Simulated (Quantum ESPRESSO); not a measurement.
# Collinear magnetic orders of CrClO with Quantum ESPRESSO, part 2 of 2

Wanted: the moments of CrClO and the energy of each order that was tried.

Quantum ESPRESSO 7.5; PBEsol; plane waves with GBRV 1.5 PBEsol potentials, no spin-orbit coupling.

So far, absolute magnetization (μB): step 2 (run 1 (ferro ++)) 6.23.

**3. Start 2: antiferro +−**

The input, pw.in:

```
&CONTROL
  calculation = 'scf'
  prefix = 'pwscf'
  outdir = './tmp'
  pseudo_dir = './pseudo'
  disk_io = 'nowf'
/
&SYSTEM
  ibrav = 0
  celldm(1) = 8
  nat = 6
  ntyp = 4
  ecutwfc = 40
  ecutrho = 280
  nbnd = 37
  occupations = 'smearing'
  smearing = 'fd'
  degauss = 0.00367493
  nspin = 2
  starting_magnetization(1) = 0.2143
  starting_magnetization(2) = -0.2143
  starting_magnetization(3) = 0
  starting_magnetization(4) = 0
/
&ELECTRONS
  conv_thr = 1.2d-08
  electron_maxstep = 150
  mixing_beta = 0.3
/
ATOMIC_SPECIES
Cr1    51.9961 cr_pbesol_v1.5.uspp.F.UPF
Cr2    51.9961 cr_pbesol_v1.5.uspp.F.UPF
Cl     35.4500 cl_pbesol_v1.4.uspp.F.UPF
O      15.9990 o_pbesol_v1.2.uspp.F.UPF
CELL_PARAMETERS alat
   0.7535461548307    0.0000000000000    0.0000000000000
   0.0000000000000    0.9133425581106    0.0000000000000
   0.0000000000000    0.0000000000000    1.8784965310651
ATOMIC_POSITIONS crystal
Cr1     0.0000000000    0.0000000000    0.1060403200
Cr2     0.5000000000    0.5000000000    0.8939596800
Cl      0.0000000000    0.5000000000    0.6814219400
Cl      0.5000000000    0.0000000000    0.3185780600
O       0.5000000000    0.0000000000    0.9478179000
O       0.0000000000    0.5000000000    0.0521821000
K_POINTS automatic
6 6 6 0 0 0
```

Started as:

```console
$ OMP_NUM_THREADS=1 mpirun -n 4 pw.x -nk 4 -in pw.in > pw.out
```

Output:

```text
[banner, memory and clock lines left out]
Program PWSCF v.7.5 starts

     Message from routine setup:
     using ibrav=0 with symmetry is DISCOURAGED, use correct ibrav instead

     bravais-lattice index     =            0
     lattice parameter (alat)  =       8.0000  a.u.
     unit-cell volume          =     661.9481 (a.u.)^3
     number of atoms/cell      =            6
     number of atomic types    =            4
     number of electrons       =        54.00
     number of Kohn-Sham states=           37
     kinetic-energy cutoff     =      40.0000  Ry
     charge density cutoff     =     280.0000  Ry
     scf convergence threshold =      1.2E-08
     mixing beta               =       0.3000
     number of iterations used =            8  plain     mixing
     Exchange-correlation= SLA  PW   PSX  PSC
                           (   1   4  10   8   0   0   0)

     celldm(1)=   8.000000  celldm(2)=   0.000000  celldm(3)=   0.000000
     celldm(4)=   0.000000  celldm(5)=   0.000000  celldm(6)=   0.000000

     crystal axes: (cart. coord. in units of alat)
               a(1) = (   0.753546   0.000000   0.000000 )
               a(2) = (   0.000000   0.913343   0.000000 )
               a(3) = (   0.000000   0.000000   1.878497 )

     reciprocal axes: (cart. coord. in units 2 pi/alat)
               b(1) = (  1.327059  0.000000  0.000000 )
               b(2) = (  0.000000  1.094879  0.000000 )
               b(3) = (  0.000000  0.000000  0.532341 )

     PseudoPot. # 1 for Cr read from file:
     cr_pbesol_v1.5.uspp.F.UPF
     Pseudo is Ultrasoft + core correction, Zval = 14.0

     PseudoPot. # 2 for Cr read from file:
     cr_pbesol_v1.5.uspp.F.UPF
     Pseudo is Ultrasoft + core correction, Zval = 14.0

     PseudoPot. # 3 for Cl read from file:
     cl_pbesol_v1.4.uspp.F.UPF
     Pseudo is Ultrasoft + core correction, Zval =  7.0

     PseudoPot. # 4 for O  read from file:
     o_pbesol_v1.2.uspp.F.UPF
     Pseudo is Ultrasoft + core correction, Zval =  6.0

     atomic species   valence    mass     pseudopotential
     Cr1              14.00    51.99610     Cr( 1.00)
     Cr2              14.00    51.99610     Cr( 1.00)
     Cl                7.00    35.45000     Cl( 1.00)
     O                 6.00    15.99900     O ( 1.00)

     Starting magnetic structure
     atomic species   magnetization
     Cr1             0.214
     Cr2            -0.214
     Cl              0.000
     O               0.000

      4 Sym. Ops. (no inversion) found

   Cartesian axes

     site n.     atom                  positions (alat units)
         1        Cr1    tau(   1) = (   0.0000000   0.0000000   0.1991964  )
         2        Cr2    tau(   2) = (   0.3767731   0.4566713   1.6793002  )
         3        Cl     tau(   3) = (   0.0000000   0.4566713   1.2800488  )
         4        Cl     tau(   4) = (   0.3767731   0.0000000   0.5984478  )
         5        O      tau(   5) = (   0.3767731   0.0000000   1.7804726  )
         6        O      tau(   6) = (   0.0000000   0.4566713   0.0980239  )

     number of k points=    64  Fermi-Dirac smearing, width (Ry)=  0.0037
                       cart. coord. in units 2pi/alat
        k(    1) = (   0.0000000   0.0000000   0.0000000), wk =   0.0046296
        k(    2) = (   0.0000000   0.0000000   0.0887234), wk =   0.0092593
        k(    3) = (   0.0000000   0.0000000   0.1774469), wk =   0.0092593
        k(    4) = (   0.0000000   0.0000000  -0.2661703), wk =   0.0046296
        k(    5) = (   0.0000000   0.1824799   0.0000000), wk =   0.0092593
        [... 59 further k-points ...]

     Dense  grid:    52363 G-vectors     FFT dimensions: (  36,  40,  81)

     Smooth grid:    22633 G-vectors     FFT dimensions: (  25,  30,  64)

     Check: negative core charge=   -0.000005
     Generating pointlists ...
     new r_m :   0.1929 (alat units)  1.5436 (a.u.) for type    1
     new r_m :   0.1929 (alat units)  1.5436 (a.u.) for type    2
     new r_m :   0.2264 (alat units)  1.8116 (a.u.) for type    3
     new r_m :   0.1929 (alat units)  1.5436 (a.u.) for type    4

     Initial potential from superposition of free atoms

     starting charge      52.0000, renormalised to      54.0000

     negative rho (up, down):  1.645E-02 1.645E-02
     Starting wfcs are   36 randomized atomic wfcs +    1 random wfcs

     Self-consistent Calculation

     iteration #  1     ecut=    40.00 Ry     beta= 0.30
     Davidson diagonalization with overlap
     ethr =  1.00E-02,  avg # of iterations =  5.1

     negative rho (up, down):  1.647E-02 1.647E-02

     total energy              =    -481.75195729 Ry
     estimated scf accuracy    <       1.45617734 Ry

     total magnetization       =    -0.00 Bohr mag/cell
     absolute magnetization    =     5.80 Bohr mag/cell

     iteration #  2     ecut=    40.00 Ry     beta= 0.30
     Davidson diagonalization with overlap
     ethr =  2.70E-03,  avg # of iterations =  2.0

     negative rho (up, down):  1.648E-02 1.648E-02

     total energy              =    -482.00597848 Ry
     estimated scf accuracy    <       0.16004070 Ry

     total magnetization       =    -0.00 Bohr mag/cell
     absolute magnetization    =     6.07 Bohr mag/cell

     [... further iterations left out ...]

     iteration # 12     ecut=    40.00 Ry     beta= 0.30
     Davidson diagonalization with overlap
     ethr =  1.87E-10,  avg # of iterations =  3.3

     negative rho (up, down):  1.756E-02 1.756E-02

     total energy              =    -482.04140860 Ry
     estimated scf accuracy    <       0.00000009 Ry

     total magnetization       =    -0.00 Bohr mag/cell
     absolute magnetization    =     6.16 Bohr mag/cell

     iteration # 13     ecut=    40.00 Ry     beta= 0.30
     Davidson diagonalization with overlap
     ethr =  1.72E-10,  avg # of iterations =  2.6

     negative rho (up, down):  1.756E-02 1.756E-02

     Magnetic moment per site  (integrated on atomic sphere of radius R)
     atom   1 (R=0.193)  charge= 10.9022  magn=  2.3587
     atom   2 (R=0.193)  charge= 10.9022  magn= -2.3587
     atom   3 (R=0.226)  charge=  5.0279  magn=  0.0005
     atom   4 (R=0.226)  charge=  5.0279  magn= -0.0005
     atom   5 (R=0.193)  charge=  5.4551  magn= -0.0145
     atom   6 (R=0.193)  charge=  5.4551  magn=  0.0145

     End of self-consistent calculation

     Number of k-points >= 100: set verbosity='high' to print the bands.

     the Fermi energy is     7.2030 ev

!    total energy              =    -482.04140883 Ry
     estimated scf accuracy    <          8.4E-09 Ry
     smearing contrib. (-TS)   =      -0.00000034 Ry
     internal energy E=F+TS    =    -482.04140849 Ry

     The total energy is F=E-TS. E is the sum of the following terms:
     one-electron contribution =    -492.42600033 Ry
     hartree contribution      =     264.62536427 Ry
     xc contribution           =     -77.70108329 Ry
     ewald contribution        =    -176.53968915 Ry

     total magnetization       =     0.00 Bohr mag/cell
     absolute magnetization    =     6.16 Bohr mag/cell

     convergence has been achieved in  13 iterations
```

Run time: 50 s. Hardware: 4 MPI ranks of Intel Xeon 6975P-C (Granite Rapids), shared host; peak memory 0.72 GiB; 3.3 min of CPU time.

Spin moment in the atom's sphere by atom:

```tsv
atom	spin moment in the atom's sphere (μB)
Cr1	2.36
Cr2	-2.36
Cl3	0.00
Cl4	0.00
O5	-0.01
O6	0.01
```

Read from the output:

```
smearing term TS       : 4.67e-6 eV
magnetization          : 0 μB
absolute magnetization : 6.163 μB
final state            : antiferromagnetic
```

Spin density in the ac plane at fractional y = 0.000, with atoms of Cr and Cl and O within 0.2 Å of it.

Values in e/Å³, 24 rows by 14 columns, each cell a mean:
```
 0.1  0.1  0.0  0.0  0.0 -0.1 -0.2 -0.1 -0.2 -0.1  0.0  0.0  0.0  0.1
 0.0  0.0  0.0  0.0  0.0 -0.1 -0.1  0.0 -0.1 -0.1  0.0  0.0  0.0  0.0
 0.0  0.0  0.0  0.0  0.0  0.0  0.0  0.1  0.0  0.0  0.0  0.0  0.0  0.0
 0.0  0.0  0.0  0.0  0.0  0.0  0.0  0.0  0.0  0.0  0.0  0.0  0.0  0.0
 0.0  0.0  0.0  0.0  0.0  0.0  0.0  0.0  0.0  0.0  0.0  0.0  0.0  0.0
 0.0  0.0  0.0  0.0  0.0  0.0  0.0  0.0  0.0  0.0  0.0  0.0  0.0  0.0
 0.0  0.0  0.0  0.0  0.0  0.0  0.0  0.0  0.0  0.0  0.0  0.0  0.0  0.0
 0.0  0.0  0.0  0.0  0.0  0.0  0.0  0.0  0.0  0.0  0.0  0.0  0.0  0.0
 0.0  0.0  0.0  0.0  0.0  0.0  0.0  0.0  0.0  0.0  0.0  0.0  0.0  0.0
 0.0  0.0  0.0  0.0  0.0  0.0  0.0  0.0  0.0  0.0  0.0  0.0  0.0  0.0
 0.0  0.0  0.0  0.0  0.0  0.0  0.0  0.0  0.0  0.0  0.0  0.0  0.0  0.0
 0.0  0.0  0.0  0.0  0.0  0.0  0.0  0.0  0.0  0.0  0.0  0.0  0.0  0.0
 0.0  0.0  0.0  0.0  0.0  0.0  0.0  0.0  0.0  0.0  0.0  0.0  0.0  0.0
 0.0  0.0  0.0  0.0  0.0  0.0  0.0  0.0  0.0  0.0  0.0  0.0  0.0  0.0
 0.0  0.0  0.0  0.0  0.0  0.0  0.0  0.0  0.0  0.0  0.0  0.0  0.0  0.0
 0.0  0.0  0.0  0.0  0.0  0.0  0.0  0.0  0.0  0.0  0.0  0.0  0.0  0.0
 0.0  0.0  0.0  0.0  0.0  0.0  0.0  0.0  0.0  0.0  0.0  0.0  0.0  0.0
 0.0  0.0  0.0  0.0  0.0  0.0  0.0  0.0  0.0  0.0  0.0  0.0  0.0  0.0
 0.2  0.1  0.1  0.0  0.0  0.0  0.0  0.0  0.0  0.0  0.0  0.0  0.1  0.2
 1.1  0.5  0.1  0.0  0.0  0.0  0.0  0.0  0.0  0.0  0.0  0.0  0.1  0.6
 3.0  1.2  0.5  0.3  0.1  0.0  0.0  0.0  0.0  0.1  0.1  0.3  0.5  1.4
 3.2  2.5  1.4  0.5  0.2  0.1  0.0  0.0  0.0  0.1  0.2  0.7  1.6  2.7
 2.2  0.7  0.2  0.1  0.1  0.0  0.0  0.0  0.0  0.0  0.1  0.1  0.2  0.9
 0.6  0.3  0.1  0.0  0.0  0.0 -0.1 -0.1 -0.1  0.0  0.0  0.0  0.1  0.4
```
Columns run along a (3.2 Å), rows up along c (8.0 Å). Atoms in or near the plane, at fractional coordinates: Cr at (0.00, 0.11), Cl at (0.50, 0.32), O at (0.50, 0.95).

Valence density in the ac plane at fractional y = 0.000, with atoms of Cr and Cl and O within 0.2 Å of it. It is the smooth field of the valence electrons, not physical close to the nuclei.

Ten steps, logarithmic in the rise over the least value, from '_' (0 e/Å³) to '@' (13 e/Å³), each cell a mean:
```
==--====++##%%%%%%##++====--
------==++##%%%%%%##++==----
------====**####**++==------
----------====++====--------
----------------------------
----------------------------
----------------------------
----------------------------
----------------------------
----------------------------
----------------------------
----------------------------
----------------------------
--------======++======------
------==++++******++====----
----====++**++==++**++==----
----==++++**==__++**++====--
----====++****++****++====--
==========++++++++++========
####++==================**##
@@@@%%++==--------====**%%@@
%%@@@@**====------====##@@@@
@@@@##++==============++##@@
**++++==++++******++====++**
```
Columns run along a (3.2 Å), rows up along c (8.0 Å). Atoms in or near the plane, at fractional coordinates: Cr at (0.00, 0.11), Cl at (0.50, 0.32), O at (0.50, 0.95).

**4. Run 3 (no spin polarisation)**

pw.in: that of step 3 with these lines changed.

```diff
@@ -11,3 +11,3 @@
   nat = 6
-  ntyp = 4
+  ntyp = 3
   ecutwfc = 40
@@ -18,7 +18,2 @@
   degauss = 0.00367493
-  nspin = 2
-  starting_magnetization(1) = 0.2143
-  starting_magnetization(2) = -0.2143
-  starting_magnetization(3) = 0
-  starting_magnetization(4) = 0
 /
@@ -30,4 +25,3 @@
 ATOMIC_SPECIES
-Cr1    51.9961 cr_pbesol_v1.5.uspp.F.UPF
-Cr2    51.9961 cr_pbesol_v1.5.uspp.F.UPF
+Cr     51.9961 cr_pbesol_v1.5.uspp.F.UPF
 Cl     35.4500 cl_pbesol_v1.4.uspp.F.UPF
@@ -39,4 +33,4 @@
 ATOMIC_POSITIONS crystal
-Cr1     0.0000000000    0.0000000000    0.1060403200
-Cr2     0.5000000000    0.5000000000    0.8939596800
+Cr      0.0000000000    0.0000000000    0.1060403200
+Cr      0.5000000000    0.5000000000    0.8939596800
 Cl      0.0000000000    0.5000000000    0.6814219400
```

Output:

```text
     [... lines left out ...]
Program PWSCF v.7.5 starts
     [... lines left out ...]
     number of atoms/cell      =            6
     [... lines left out ...]
     number of electrons       =        54.00
     number of Kohn-Sham states=           37
     kinetic-energy cutoff     =      40.0000  Ry
     charge density cutoff     =     280.0000  Ry
     scf convergence threshold =      1.2E-08
     [... lines left out ...]
      8 Sym. Ops., with inversion, found ( 4 have fractional translation)
     [... lines left out ...]
     number of k points=    64  Fermi-Dirac smearing, width (Ry)=  0.0037
     [... lines left out ...]
     iteration # 12     ecut=    40.00 Ry     beta= 0.30
     [... lines left out ...]
     the Fermi energy is     7.1891 ev
!    total energy              =    -481.84536643 Ry
     estimated scf accuracy    <          5.6E-09 Ry
     smearing contrib. (-TS)   =      -0.00871715 Ry
     [... lines left out ...]
     convergence has been achieved in  12 iterations
```

It took 27 s on 4 MPI ranks; peak memory 0.53 GiB; 1.8 min of CPU time.

Read from the output:

| Quantity | Value |
| --- | --- |
| smearing term TS | 0.1186 eV |
| final state | non-magnetic (no spin polarisation) |

**5. The states side by side**

An order is kept where moments of 0.15 μB or more survive with the typed signs; meshes match where a doubled cell samples the same k points as the first cell.

Orders:

```tsv
start	final state	typed order kept	energy over the lowest (meV a seeded atom)	largest site moment (μB)	net moment (μB a cell of the first run)	mesh matched	CPU time (s)
ferro ++	ferromagnetic	yes	0	2.413	6	yes	215.1
antiferro +-	antiferromagnetic	yes	10.1	2.359	0	yes	200.7
no spin polarisation	non-magnetic	-	1344	0	0	yes	106.7
```

**6. Summary of results**

- lowest state found: ferromagnetic (from ferro ++)
- largest site moment: 2.41 μB
- next state with moments: antiferromagnetic, 10.1 meV a seeded atom higher
- state without moments: 1344 meV a seeded atom higher

What this shows: Forming the moments gains more than four times the spread of the orders, as local moments do. Only these 3 starts were compared; other wavevectors, canted and longer-period orders were not. No Hubbard term acts here. In such compounds local and semilocal functionals without one often delocalise the d electrons, and can shrink or lose moments and miss the size, sign and order of the couplings.

[Logs and program files are shortened in this print: banners, set-up blocks, solver, clock and traceback lines can be left out without a mark of their own.]

[Logs are printed without paths, hosts, clocks, repeated set-up lines and the standing remarks that a program may print on its own settings, such as how far it seeks lower states.]

[Hosts, paths, dates, database ids (printed as entryN), source tags and the programs' standing remarks are cut or masked in the printed files.]

[Where a cell is said to come from a database of computed structures, the database is the Materials Project.]
